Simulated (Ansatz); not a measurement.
# The perfect GaSb wire along [110], 8 atoms a period, H-terminated

Aim: is the GaSb wire along [110], 8 atoms a period, H-terminated a metal or a semiconductor?

Method: DFT PBE, plane waves, PAW; relaxation of a wire's period; PAW set soft_1, in the first sound run; inputs show where later runs differ, in Ansatz 0.2.0.

### Step 1. The structure

The cell holds 16 atoms: 4 Sb, 8 H and 4 Ga. Cell: a = 16.485 Å, b = 14.049 Å, c = 4.391 Å, α = 90.0°, β = 90.0°, γ = 90.0°. Vacuum lies along a and b. The structure's axis is c.

### Step 2. Relaxation of atoms and period

Band widths follow the bond lengths, so the wire is relaxed first. The atoms and the third cell vector are free; the box across stays fixed as vacuum. A Fermi-Dirac smearing is set since the result may be a metal. The pressure printed is a third of the stress's trace over the whole box, vacuum included; only the stress along the axis is relaxed.

Input file input.yaml:

```yaml
crystal:
  lattice:
    - [16.485, 0.0, 0.0]
    - [0.0, 14.049, 0.0]
    - [0.0, 0.0, 4.3911331112]
  atoms:
    - { symbol: Sb, position: [0.355760596, 0.499995414, 0.0] }
    - { symbol: H, position: [0.394601153, 0.748100699, 0.0] }
    - { symbol: Ga, position: [0.44993712, 0.656274619, 0.0] }
    - { symbol: Ga, position: [0.44993712, 0.343716209, 0.0] }
    - { symbol: Sb, position: [0.732466692, 0.499995414, 0.0] }
    - { symbol: H, position: [0.79375653, 0.601701515, 0.0] }
    - { symbol: H, position: [0.79375653, 0.398289313, 0.0] }
    - { symbol: H, position: [0.206248104, 0.591821494, 0.5] }
    - { symbol: H, position: [0.206248104, 0.408169334, 0.5] }
    - { symbol: Ga, position: [0.261584072, 0.499995414, 0.5] }
    - { symbol: Sb, position: [0.544113644, 0.656274619, 0.5] }
    - { symbol: Sb, position: [0.544113644, 0.343716209, 0.5] }
    - { symbol: H, position: [0.605403482, 0.757980721, 0.5] }
    - { symbol: H, position: [0.605403482, 0.242010107, 0.5] }
    - { symbol: Ga, position: [0.638290168, 0.499995414, 0.5] }
    - { symbol: H, position: [0.394601153, 0.251890129, 0.0] }
kpoints:
  mp_grid: { grid: [1, 1, 19] }
scf:
  occupations: { method: fermi_dirac, width: 0.05 }
hamiltonian:
  xc: pbe
  pseudopotentials: { kind: paw, azcp: { folder: soft_1 } }
relax:
  cell: { fix: [a, b, alpha, beta, gamma] }
  max_steps: 45
  f_tol: 0.03
```

On the command line:

```sh
ansatz run input.yaml --threads 4 --pin off --max-ram 16384MiB --backend cpu --events-out ev --progress --plain --runs-dir out
```

Numbers of over 12 decimals in the logs are rounded to 6 here.

The program printed:

```text
Engine: ansatz 0.2.0, aarch64-unknown-linux-gnu
Pseudopotentials: kind: paw
Pseudopotential: Sb, paw, valence charge 15, recommended cutoff 420 eV (normal), soft_1/Sb.paw.azcp
Pseudopotential: H, paw, valence charge 1, recommended cutoff 420 eV (normal), soft_1/H.paw.azcp
Pseudopotential: Ga, paw, valence charge 13, recommended cutoff 420 eV (normal), soft_1/Ga.paw.azcp
Functional definition: PBE
  parameter kappa = 0.804
  parameter beta = 0.066725
  exchange = pbe_x(kappa = kappa, mu = beta*pi^2/3)
  correlation = pbe_c(beta = beta)
Crystal: 16 atoms, lattice volume = 1016.977 Å³
Basis set: ecut = 420 eV, 19927 PW (Γ), exchange–correlation on 240×192×60 points (8 copies of the dense FFT grid, shifted against one another)
Bands: 76, of which v1, the nominal top of the filled ones, is band 60 counted from 1 (59 counted from 0)
Symmetry: 4 space group operations
Space group: Pmm2 (ITA 25), of the structure as read, at distance tolerance 1.0e-4 Å
k-points: 10 of 19
Non-local potential: Sb, projectors of the file, l = 0: 2, l = 1: 2, l = 2: 2, l = 3: 1
Non-local potential: H, projectors of the file, l = 0: 2, l = 1: 1
Non-local potential: Ga, projectors of the file, l = 0: 2, l = 1: 2, l = 2: 3, l = 3: 1
PAW form: soft (Blöchl's): semilocal exchange-correlation on the pseudo side does not see the compensation charge
PAW one-centre angular grid: Sb, 590 points (default); XC on 64 Gauss nodes
PAW one-centre angular grid: H, 110 points (default); XC on 64 Gauss nodes
PAW one-centre angular grid: Ga, 590 points (default); XC on 64 Gauss nodes
Initial density: superposition of atomic densities (neutral atoms: chi_scale 0, normalization atom)
Initial wavefunctions: pseudopotential atomic-orbital guess
Functional: x = pbe(κ = 0.804, μ = 0.219515), c = pbe(β = 0.066725)
SCF iter   1: F=—  HF=-41197.550774 eV  |F-HF|=—  |Δ(HF+E_count)|=         —  Δρ=2.83e-2  dr2=9.67e0  ethr=3.10e-3  ⟨swp⟩=8.1  Hψ=3562  notcnv=0  defer=3
preconditioner: auto → Resta (q_TF=auto, 1.911 Å⁻¹)  ε∞=1.6  [insulator: Δε(μ)=1.795 eV  Ē_g=13.200 eV  σ=0.050 eV  W_gap=1.00  n_scr=128 (ndim 8)  ℏωp=10.4 eV  f_vac=0.618  D(μ)=0.00/eV (n_scr^D=0)  ε∞_Penn≈1.6  vacuum switching on, ρ_ref=1.3e-2 e/Å³]
SCF iter   2: F=—  HF=-41195.202325 eV  |F-HF|=—  |Δ(HF+E_count)|=    2.35e0  Δρ=1.15e-2  dr2=2.07e0  ethr=3.10e-3  ⟨swp⟩=3.8  Hψ=1207  notcnv=0  defer=80
SCF iter   3: F=—  HF=-41194.895293 eV  |F-HF|=—  |Δ(HF+E_count)|=   3.07e-1  Δρ=5.70e-3  dr2=6.79e-1  ethr=1.72e-3  ⟨swp⟩=3.8  Hψ=1189  notcnv=0  defer=66
SCF iter   4: F=—  HF=-41194.764043 eV  |F-HF|=—  |Δ(HF+E_count)|=   1.31e-1  Δρ=1.29e-3  dr2=2.12e-2  ethr=5.66e-4  ⟨swp⟩=3.0  Hψ=1113  notcnv=0  defer=91
SCF iter   5: F=—  HF=-41194.766283 eV  |F-HF|=—  |Δ(HF+E_count)|=   2.24e-3  Δρ=6.82e-4  dr2=4.25e-3  ethr=1.77e-5  ⟨swp⟩=2.0  Hψ=1088  notcnv=0  defer=91
SCF iter   6: F=—  HF=-41194.766433 eV  |F-HF|=—  |Δ(HF+E_count)|=   1.50e-4  Δρ=2.36e-4  dr2=5.69e-4  ethr=3.54e-6  ⟨swp⟩=2.0  Hψ=1019  notcnv=0  defer=91
SCF iter   7: F=—  HF=-41194.766656 eV  |F-HF|=—  |Δ(HF+E_count)|=   2.24e-4  Δρ=7.71e-5  dr2=1.19e-4  ethr=4.74e-7  ⟨swp⟩=2.0  Hψ=1056  notcnv=0  defer=91
SCF iter   8: F=—  HF=-41194.766653 eV  |F-HF|=—  |Δ(HF+E_count)|=   3.02e-6  Δρ=2.01e-5  dr2=6.80e-6  ethr=9.94e-8  ⟨swp⟩=2.0  Hψ=1070  notcnv=0  defer=91
SCF iter   9: F=—  HF=-41194.766613 eV  |F-HF|=—  |Δ(HF+E_count)|=   3.97e-5  Δρ=9.37e-6  dr2=9.16e-7  ethr=5.67e-9  ⟨swp⟩=2.0  Hψ=1010  notcnv=0  defer=91
SCF iter  10: F=—  HF=-41194.766615 eV  |F-HF|=—  |Δ(HF+E_count)|=   1.51e-6  Δρ=4.11e-6  dr2=3.09e-7  ethr=7.63e-10  ⟨swp⟩=2.0  Hψ=1070  notcnv=0  defer=91
SCF iter  11: F=-41194.766615 eV  HF=-41194.766615 eV  |F-HF|=9.60e-10  |Δ(HF+E_count)|=   4.06e-8  Δρ=1.03e-6  dr2=2.07e-8  ethr=8.33e-11  ⟨swp⟩=3.0  Hψ=2981  notcnv=0
SCF 1 converged in 11 iterations: F = -41194.766615 eV  dr2 = 2.07e-8
  greatest PAW one-centre occupation: 0.995 electrons in one spin orbital (limit 2), on the Sb atom at site 4 (counted from 0), in its partial waves of l = 2
relax step   1: F+E_penalty+E_count = -41194.76661490 eV  Δ(F+E_penalty+E_count) = +0.000e0 eV  max|allowed force component| = 6.206e-1 eV/Å  Δτ_max = 0.0000 Å  P = -0.280 GPa  Ω = 1016.977 Å³  fix = [a, b, alpha, beta, gamma]  reactions: a -0.401, b -0.711 GPa  (11 SCF iters, dr2 threshold 1.00e-7 eV, accepted)
Crystal: 16 atoms, lattice volume = 1021.611 Å³
Basis set: ecut = 420 eV, 20027 PW (Γ), exchange–correlation on 240×192×60 points (8 copies of the dense FFT grid, shifted against one another)
Initial density: handed on by an earlier stage of this run
Initial wavefunctions: those handed on with the density
iter 1 solved again at ethr=2.20e-4 eV; its pass at ethr=3.10e-3 eV (dr2=2.64e-1 eV) is discarded
SCF iter   1: F=—  HF=-41195.073204 eV  |F-HF|=—  |Δ(HF+E_count)|=         —  Δρ=5.87e-3  dr2=2.72e-1  ethr=2.20e-4  ⟨swp⟩=3.6  Hψ=3468  notcnv=0
preconditioner: auto → Resta (q_TF=auto, 1.909 Å⁻¹)  ε∞=1.6  [insulator: Δε(μ)=0.633 eV  Ē_g=13.060 eV  σ=0.050 eV  W_gap=1.00  n_scr=128 (ndim 8)  ℏωp=10.4 eV  f_vac=0.665  D(μ)=0.01/eV (n_scr^D=0)  ε∞_Penn≈1.6  vacuum switching on, ρ_ref=1.2e-2 e/Å³]
SCF iter   2: F=—  HF=-41195.025694 eV  |F-HF|=—  |Δ(HF+E_count)|=   4.75e-2  Δρ=2.91e-3  dr2=5.54e-2  ethr=2.20e-4  ⟨swp⟩=4.9  Hψ=1322  notcnv=0
SCF iter   3: F=—  HF=-41195.023791 eV  |F-HF|=—  |Δ(HF+E_count)|=   1.90e-3  Δρ=1.12e-3  dr2=1.81e-2  ethr=4.62e-5  ⟨swp⟩=3.2  Hψ=1148  notcnv=0  defer=78
SCF iter   4: F=—  HF=-41195.021832 eV  |F-HF|=—  |Δ(HF+E_count)|=   1.96e-3  Δρ=2.61e-4  dr2=9.96e-4  ethr=1.50e-5  ⟨swp⟩=2.2  Hψ=888  notcnv=0  defer=78
SCF iter   5: F=—  HF=-41195.021778 eV  |F-HF|=—  |Δ(HF+E_count)|=   5.36e-5  Δρ=7.39e-5  dr2=5.76e-5  ethr=8.30e-7  ⟨swp⟩=2.0  Hψ=1160  notcnv=0  defer=78
SCF iter   6: F=—  HF=-41195.021794 eV  |F-HF|=—  |Δ(HF+E_count)|=   1.58e-5  Δρ=3.00e-5  dr2=1.02e-5  ethr=4.80e-8  ⟨swp⟩=2.0  Hψ=1082  notcnv=0  defer=78
SCF iter   7: F=-41195.021795 eV  HF=-41195.021795 eV  |F-HF|=6.26e-7  |Δ(HF+E_count)|=   1.21e-6  Δρ=9.17e-6  dr2=1.39e-6  ethr=1.33e-9  ⟨swp⟩=3.9  Hψ=3092  notcnv=0
SCF 2 converged in 7 iterations: F = -41195.021795 eV  dr2 = 1.39e-6
relax step   2: F+E_penalty+E_count = -41195.02179453 eV  Δ(F+E_penalty+E_count) = -2.552e-1 eV  max|allowed force component| = 6.646e-1 eV/Å  Δτ_max = 0.1949 Å  P = +0.017 GPa  Ω = 1021.611 Å³  energy of the carried Pulay correction = -4.959e-4 eV  fix = [a, b, alpha, beta, gamma]  reactions: a -0.138, b +0.052 GPa  (7 SCF iters, dr2 threshold 1.60e-6 eV, accepted)
Crystal: 16 atoms, lattice volume = 1029.423 Å³
[...]
SCF iter   3: F=—  HF=-41195.078492 eV  |F-HF|=—  |Δ(HF+E_count)|=   8.43e-5  Δρ=3.25e-4  dr2=2.55e-3  ethr=6.88e-6  ⟨swp⟩=2.0  Hψ=990  notcnv=0
SCF iter   4: F=—  HF=-41195.078045 eV  |F-HF|=—  |Δ(HF+E_count)|=   4.48e-4  Δρ=8.92e-5  dr2=1.27e-4  ethr=2.13e-6  ⟨swp⟩=2.0  Hψ=1088  notcnv=0
SCF iter   5: F=—  HF=-41195.077993 eV  |F-HF|=—  |Δ(HF+E_count)|=   5.18e-5  Δρ=2.56e-5  dr2=7.61e-6  ethr=1.06e-7  ⟨swp⟩=2.0  Hψ=1160  notcnv=0
SCF iter   6: F=-41195.077994 eV  HF=-41195.077994 eV  |F-HF|=4.41e-7  |Δ(HF+E_count)|=   1.17e-6  Δρ=9.16e-6  dr2=1.07e-6  ethr=1.33e-9  ⟨swp⟩=5.0  Hψ=2969  notcnv=0
SCF 3 converged in 6 iterations: F = -41195.077994 eV  dr2 = 1.07e-6
relax step   3: F+E_penalty+E_count = -41195.07799363 eV  Δ(F+E_penalty+E_count) = -5.620e-2 eV  max|allowed force component| = 2.298e-1 eV/Å  Δτ_max = 0.0920 Å  P = +0.033 GPa  Ω = 1029.423 Å³  energy of the carried Pulay correction = -1.327e-3 eV  fix = [a, b, alpha, beta, gamma]  reactions: a +0.002, b -0.033 GPa  (6 SCF iters, dr2 threshold 1.60e-6 eV, accepted)
[...]
relax step   4: F+E_penalty+E_count = -41195.08603287 eV  Δ(F+E_penalty+E_count) = -8.039e-3 eV  max|allowed force component| = 3.603e-2 eV/Å  Δτ_max = 0.0461 Å  P = +0.009 GPa  Ω = 1033.428 Å³  energy of the carried Pulay correction = -1.750e-3 eV  fix = [a, b, alpha, beta, gamma]  reactions: a -0.011, b -0.009 GPa  (6 SCF iters, dr2 threshold 1.60e-6 eV, accepted)
[...]
relax step   5: F+E_penalty+E_count = -41195.08586418 eV  Δ(F+E_penalty+E_count) = +1.687e-4 eV  max|allowed force component| = 2.809e-2 eV/Å  Δτ_max = 0.0351 Å  P = -0.005 GPa  Ω = 1036.119 Å³  energy of the carried Pulay correction = -2.034e-3 eV  fix = [a, b, alpha, beta, gamma]  reactions: a -0.032, b +0.020 GPa  (7 SCF iters, dr2 threshold 8.11e-8 eV, accepted)
Initial wavefunctions: pseudopotential atomic-orbital guess (no wavefunctions were taken with the density)
iter 1 solved again at ethr=1.16e-6 eV; its pass at ethr=3.10e-3 eV (dr2=1.39e-3 eV) is discarded
SCF iter   1: F=—  HF=-41195.074620 eV  |F-HF|=—  |Δ(HF+E_count)|=         —  Δρ=1.28e-4  dr2=4.37e-6  ethr=1.16e-6  ⟨swp⟩=3.7  Hψ=5651  notcnv=0
eigensolver tolerance schedule: the retry pair's looser diagonalisation over-reported the residual by 316.71 of it (diagonalisation noise at 0.13 of the residual, at the tolerance the schedule requests for it); recorded, not acted on — ethr = c·dr2/N_el stays at c = 1.0e-1
preconditioner: auto → Resta (q_TF=auto, 1.905 Å⁻¹)  ε∞=1.6  [insulator: Δε(μ)=0.942 eV  Ē_g=13.097 eV  σ=0.050 eV  W_gap=1.00  n_scr=126 (ndim 8)  ℏωp=10.3 eV  f_vac=0.667  D(μ)=0.00/eV (n_scr^D=0)  ε∞_Penn≈1.6  vacuum switching on, ρ_ref=1.2e-2 e/Å³]
SCF iter   2: F=—  HF=-41195.083472 eV  |F-HF|=—  |Δ(HF+E_count)|=   8.85e-3  Δρ=6.47e-5  dr2=1.48e-6  ethr=3.64e-9  ⟨swp⟩=3.0  Hψ=1639  notcnv=0
SCF iter   3: F=—  HF=-41195.087744 eV  |F-HF|=—  |Δ(HF+E_count)|=   4.27e-3  Δρ=1.25e-5  dr2=4.32e-7  ethr=1.23e-9  ⟨swp⟩=3.1  Hψ=1430  notcnv=0
SCF iter   4: F=—  HF=-41195.088020 eV  |F-HF|=—  |Δ(HF+E_count)|=   2.75e-4  Δρ=1.71e-6  dr2=2.82e-8  ethr=3.60e-10  ⟨swp⟩=2.4  Hψ=1183  notcnv=0
SCF iter   5: F=—  HF=-41195.088024 eV  |F-HF|=—  |Δ(HF+E_count)|=   3.93e-6  Δρ=7.87e-7  dr2=5.87e-9  ethr=2.35e-11  ⟨swp⟩=2.0  Hψ=961  notcnv=0
SCF iter   6: F=—  HF=-41195.088026 eV  |F-HF|=—  |Δ(HF+E_count)|=   2.44e-6  Δρ=2.84e-7  dr2=2.96e-9  ethr=4.89e-12  ⟨swp⟩=2.3  Hψ=1034  notcnv=0
SCF iter   7: F=-41195.088026 eV  HF=-41195.088026 eV  |F-HF|=2.93e-9  |Δ(HF+E_count)|=   2.11e-7  Δρ=7.10e-8  dr2=7.50e-11  ethr=1.00e-12  ⟨swp⟩=4.0  Hψ=3197  notcnv=0
SCF 6 converged in 7 iterations: F = -41195.088026 eV  dr2 = 7.50e-11
relax step   6: F+E_penalty+E_count = -41195.08802647 eV  Δ(F+E_penalty+E_count) = -2.162e-3 eV  max|allowed force component| = 2.813e-2 eV/Å  Δτ_max = 0.0000 Å  P = -0.004 GPa  Ω = 1036.119 Å³  fix = [a, b, alpha, beta, gamma]  reactions: a -0.032, b +0.020 GPa  stress off target by 9.05e-4 GPa on what of the cell is left free  SCF on the basis re-selected at this cell (its energy is not comparable with the rows above)  (7 SCF iters)
basis re-selected at this cell: Δ(F+E_penalty+E_count) = -2.162e-3 eV, ΔP = +0.001 GPa vs the last step (what re-selecting the basis moved, of the pressure what is left beyond the Pulay correction that the steps carried, after the strain that the cell walked since its last selection, with what the two solves' SCF thresholds leave and, on support functions, any second-order correction that the steps lacked; it is no m [...]
SCF converged after 7 iterations
Free energy (F): -41195.088026 eV
Harris-Foulkes:  -41195.088026 eV  (|F-HF|=2.93e-9)
Internal energy: -41195.088015 eV  (E = F + TS)
E sigma→0 (E₀):  -41195.088021 eV
Entropy (-TS):   -0.000011 eV (-0.001 meV/atom)
Fermi energy:    -1.480921 eV
--- Per-component energies (eV) ---
  E_band       = -2134.469712
  E_kinetic    = 1197.961505
  E_local      = -48612.458629  (includes V_loc(G=0)·N_el)
  E_nonlocal   = 1195.951163
  E_hartree    = 23912.679358
  E_xc         = -710.418917
  E_vxc        = -666.407802  (∫ρ·V_xc dr)
  E_paw        = -26152.724059  (= ΣΔE_a)
  E_vpaw       = -3074.867075  (= ΣTr[D̂ρ^β])
  E_aug_tail   = -0.007585  (compensation charges beyond the density's cutoff)
  E_ewald      = 7973.929148
  E_smearing   = -0.000011  (= −TS)
  E_closure    = -0.000000  (closes the sum)
  Σ components = -41195.088026   (vs F -41195.088026, Δ=0.00e0)
--- Forces (eV/Å), atoms counted from 1 ---
  atom   1  Sb    -0.00705307    -0.00000000    -0.00000000
  atom   2  H     -0.00299425    -0.00462780     0.00000000
  atom   3  Ga     0.01318314    -0.01001621     0.00000000
  atom   4  Ga     0.01318314     0.01001621    -0.00000000
  atom   5  Sb    -0.00983466    -0.00000000    -0.00000000
  atom   6  H      0.00164315     0.00192590    -0.00000000
  atom   7  H      0.00164315    -0.00192590     0.00000000
  atom   8  H      0.00044620     0.00018015    -0.00000000
  atom   9  H      0.00044620    -0.00018015     0.00000000
  atom  10  Ga    -0.00847330    -0.00000000    -0.00000000
  atom  11  Sb     0.02713203     0.00812237    -0.00000000
  atom  12  Sb     0.02713203    -0.00812237     0.00000000
  atom  13  H     -0.01266158     0.01900947    -0.00000000
  atom  14  H     -0.01266158    -0.01900947     0.00000000
  atom  15  Ga    -0.02813412    -0.00000000    -0.00000000
  atom  16  H     -0.00299425     0.00462780    -0.00000000
  max |Σ_I F_I| component: 2.25e-6 eV/Å
--- Stress (GPa, compression-positive) ---
       -0.031641      -0.000000      -0.000000
       -0.000000       0.019848      -0.000000
       -0.000000      -0.000000      -0.000905
  P = ⅓ Tr σ = -0.0042 GPa (-0.042 kbar)
--- Relaxed structure (5 steps of the walk, 5 accepted, 1 SCFs on fresh bases) ---
  F+E_penalty+E_count = -41195.08802647 eV   max|allowed force component| = 2.813e-2 eV/Å   (the final SCF, on the basis selected at the relaxed cell)
  cell:  # Å, volume = 1036.1186 Å³
    - [16.485, 0, 0]
    - [0, 14.049, 0]
    - [0, 0, 4.473785]
  atoms:
    - { symbol: Sb, position: [0.354755, 0.499995, 0] }
    - { symbol: H, position: [0.402188, 0.755010, 0] }
    - { symbol: Ga, position: [0.444520, 0.655051, 0.0] }
    - { symbol: Ga, position: [0.444520, 0.344940, 0] }
    - { symbol: Sb, position: [0.724452, 0.499995, 0.0] }
    - { symbol: H, position: [0.793339, 0.591100, 0] }
    - { symbol: H, position: [0.793339, 0.408890, 0.0] }
    - { symbol: H, position: [0.215839, 0.598448, 0.5] }
    - { symbol: H, position: [0.215839, 0.401543, 0.5] }
    - { symbol: Ga, position: [0.260373, 0.499995, 0.5] }
    - { symbol: Sb, position: [0.538202, 0.651290, 0.5] }
    - { symbol: Sb, position: [0.538202, 0.348701, 0.5] }
    - { symbol: H, position: [0.608022, 0.742306, 0.5] }
    - { symbol: H, position: [0.608022, 0.257684, 0.5] }
    - { symbol: Ga, position: [0.632423, 0.499995, 0.5] }
    - { symbol: H, position: [0.402188, 0.244981, 0.0] }
```

The job ended after 2 min (4 threads of Arm Neoverse V1, shared host; peak memory 2 GiB).

The steps of the relaxation:

```tsv
step	energy less that of the first step (eV)	largest force component (eV/Å)	pressure (GPa)	volume (Å³)
1	0.0000	0.6206	-0.28	1016.98
2	-0.2552	0.6646	0.02	1021.61
3	-0.3114	0.2298	0.03	1029.42
4	-0.3194	0.0360	0.01	1033.43
5	-0.3192	0.0281	-0.01	1036.12
6*	-0.3214	0.0281	0.00	1036.12
```

Relaxation steps marked * repeat the geometry before them on a plane-wave basis chosen anew for their cell, so energy and pressure can jump there.

Forces are held to the 4 operations that the run works with; a distortion that breaks them can't arise in this run.

```tsv
cell as run	before	after	change
c (Å)	4.391	4.474	+1.9 %
```

The atoms that moved most (Å, along periodic axes as changes of fractional coordinates times the final cell, across vacuum about the mean position):

```tsv
atom	dx	dy	dz	length
H14	0.043	0.220	0.000	0.224
H13	0.043	-0.220	0.000	0.224
H8	0.158	0.093	0.000	0.183
H9	0.158	-0.093	0.000	0.183
H16	0.125	-0.097	0.000	0.158
H2	0.125	0.097	0.000	0.158
H6	-0.007	-0.149	0.000	0.149
H7	-0.007	0.149	0.000	0.149
```

This step gave:

- cell length along the wire: 4.474 Å

The cell's length comes to 4.474 Å with spin left out.

(Continued in part 2 of 2.)

[Logs are printed without paths, hosts, clocks, repeated set-up lines and the standing remarks that a program may print on its own settings, such as how far it seeks lower states.]

[Hosts, paths, dates, database ids (printed as entryN), source tags and the programs' standing remarks are cut or masked in the printed files.]
